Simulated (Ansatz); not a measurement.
# Is the response still linear at 0.4 V/Å? Ti(0001), 5 layers

The dipole of a slab grows in proportion to a weak field along its normal. Does the weak-field slope carry to a strong field?

How it was computed: Ansatz 0.2.0, plane waves with PAW datasets (its set soft_2), PBE; atoms held at bulk places, 18 Å of vacuum, dipole correction, cell area 7.54 Å², 18×18 k-points, smearing 0.1 eV. Without field the slab has no gap over 0.05 eV.

| run | field (V/Å) | dipole (e·Å) |
| --- | --- | --- |
| run 1 | −0.10 | −0.05827 |
| run 2 | −0.05 | −0.02914 |
| run 3 | 0.00 | 0.00000 |
| run 4 | 0.05 | 0.02914 |
| run 5 | 0.10 | 0.05827 |
| run 6 | 0.40 | ? |

**Question.** What value belongs in the row marked “?”, and how far can the other rows tell?

A least-squares line through the 5 rows shown has slope 0.582720 and intercept 0.000000; no row lies more than 0.00001 e·Å off it. A perfect conductor with that slope would be 180.95 × 0.58272 / 7.54 = 13.98 Å thick. At 0.40 it gives 0.582720 × 0.40 + 0.000000 = 0.23309 e·Å, beyond the rows fitted. Rounding and scatter of the rows alone allow about ±0.00002 e·Å there.

The run itself gives 0.23329 e·Å: a miss of +0.00020 e·Å. That is under 1 % of the induced dipole, so the response is still linear.

**Limits.** Ions are held, so this is the electronic response. Of the series that stay linear within 1 %, this collection keeps about one in seven, and it keeps all that bend. In the strongest field, at least, the program warns that the far vacuum lies low against the Fermi level, so charge may spill into it, by an amount that depends on the cell's height.
